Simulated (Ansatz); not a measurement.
# Pnnm (COD entry) AlH3, size series (288 atoms) under strain: runs compared

Aim: relax Pnnm (COD entry) AlH3, size series (288 atoms), then change its volume and shape to read moduli from the stress.

Computed with Ansatz 0.2.0: Kohn-Sham DFT, LDA, PAW (set soft_2), plane waves.

## Step 1: The cell as built

The cell holds 288 atoms: 72 Al and 216 H. Cell: a = 16.142 Å, b = 14.711 Å, c = 11.550 Å, α = 90.0°, β = 90.0°, γ = 90.0°. It derives from AlH3 (Pnnm, COD entry), repeated 3×2×2. Pnnm (COD entry) AlH3 (cell 5.381, 7.356, 5.775, 90, 90, 90), 3 x 2 x 2 conventional cells; ideal positions.

What the set-up can't give: The Brillouin zone is sampled at Γ only.

## Step 2: The reference run

The reference is a single point at the end of the relaxation.

Every strained cell starts from the geometry of this run, and its atoms are relaxed with the cell held.

Its input, with most atom lines left out:

```yaml
crystal:
  lattice:
    - [16.15536, 0.0, 0.0]
    - [0.0, 14.511, 0.0]
    - [0.0, 0.0, 11.44945]
  atoms:
    - { symbol: Al, position: [0.0, 1.0, 0.25] }
    - { symbol: Al, position: [0.16667, 0.25, 0.0] }
    - { symbol: Al, position: [0.26323, 0.04304, 0.0] }
    - { symbol: Al, position: [0.0701, 0.45696, 0.0] }
    - { symbol: Al, position: [0.23677, 0.29304, 0.25] }
    - { symbol: Al, position: [0.09656, 0.20696, 0.25] }
    - { symbol: H, position: [0.0, 0.25, 0.25] }
    [... atom lines 8 to 288 left out ...]
kpoints:
  mp_grid: { grid: [1, 1, 1] }
hamiltonian:
  xc: lda
scf:
  occupations: { method: gaussian, width: 0.05 }
output:
  forces: true
  stress: true
  populations: true
  dos:
    method: { smearing: { sigma: 0.08 } }
    de: 0.1
    projected: { site_lists: { Al: [Al], H: [H] } }
  eigenvalues: true
  write_density: true
  write_potential: true
  volumetric_format: npy
  elf: true
```

- free energy per atom: -139.9319 eV/atom
- r.m.s. force component: 0.00353 eV/Å
- pressure: -0.02269 GPa

Filled and empty levels are parted by 3.02 eV at Γ alone; the mesh holds the band edges only if they fold onto it, so the gap at this level can be narrower or closed, while local or semilocal functionals tend to narrow gaps against experiment.

## Step 3: The runs

Each row is one run, on 4 threads of AMD EPYC 7R43, shared host. The free energy is the program's total, comparable only between runs with the same functional, potentials and atoms.

```csv
run,atoms,outcome,"ionic steps, all passes",free energy (eV),time,host memory (GiB)
Single point at the start,288,converged,-,-40290.294,37 s,3.3
Cell and atoms relaxed,288,converged,6,-40300.395,3.9 min,3.3
Single point at the relaxed geometry,288,converged,-,-40300.395,76 s,3.3
Volume -3 %,288,converged,2,-40300.062,1.8 min,3.3
Volume +3 %,288,converged,2,-40300.057,1.9 min,3.4
Volume -6 %,288,converged,3,-40299.048,2.4 min,3.2
Volume +6 %,288,converged,3,-40299.154,2.8 min,3.5
Volume -10 %,288,converged,4,-40296.504,2.7 min,3.1
Stretched by 1 % along x,288,converged,2,-40300.313,80 s,3.4
Compressed by 1 % along x,288,converged,2,-40300.318,83 s,3.3
Sheared by 2 % in xy,288,converged,2,-40300.277,77 s,3.3
```

In some runs the program notes that positions were snapped to a detected symmetry and the SCF threshold is loose for the stress.

## Step 4: Pressure against volume

Atoms are relaxed at each volume, in the scaled cell.

```csv
volume change (%),volume (Å³/atom),energy change (meV/atom),pressure (GPa),largest move on relaxing (Å),bonds,gap (eV)
-10,8.388,13.51,4.89,0.15,432,3.12
-6,8.761,4.68,2.85,0.06,432,3.13
-3,9.040,1.16,1.49,0.02,432,3.10
+0,9.320,0.00,-0.02,-,432,3.02
+3,9.599,1.17,-1.33,0.02,432,2.94
+6,9.879,4.31,-2.35,0.05,432,2.89
```

## Step 5: Uniaxial strain and shear

Stress (GPa, compression positive) less that of the relaxed cell, atoms relaxed:

```csv
strain,xx,yy,zz,xy,energy change (meV/atom)
stretched by 1 % along x,-0.966,-0.433,-0.103,0.000,0.28
compressed by 1 % along x,0.988,0.406,0.084,0.000,0.27
sheared by 2 % in xy,-0.011,-0.012,-0.010,-0.672,0.41
```

## Step 6: Outcome

The bulk modulus, from the slope of pressure against ln V over the three points nearest the relaxed volume, is 46.9 GPa; between neighbouring points the slope runs 47, 43, 50, 44 and 36 GPa from the smallest volume up, without a steady fall, so no pressure derivative is given. The gap goes from 3.12 eV at the smallest volume to 2.89 eV at the largest, -1.6 eV per unit of ln V by a straight line, not monotonically (lowest 2.89, highest 3.13 eV), on the run's k-points. In the Cartesian axes of the cell, finite differences give C11 = 97.7, C12 = 41.9, C13 = 9.36 and C66 = 33.6 GPa (the shear of 2 % is the engineering strain, εxy = 0.01).

**Limits.** Strains are finite and relaxations stop at the force tolerance of the input, which can leave moduli too stiff; they are those of a static cell at zero temperature. Volumes are changed with the cell's shape held, so in an anisotropic solid the modulus lies over the one under free hydrostatic load. The program notes that the SCF threshold of the relaxations is loose for the stress.

The DFT runs together took 21 min of wall time.

[Logs are printed without paths, hosts, clocks, repeated set-up lines and the standing remarks that a program may print on its own settings, such as how far it seeks lower states.]

[Hosts, paths, dates, database ids (printed as entryN), source tags and the programs' standing remarks are cut or masked in the printed files.]
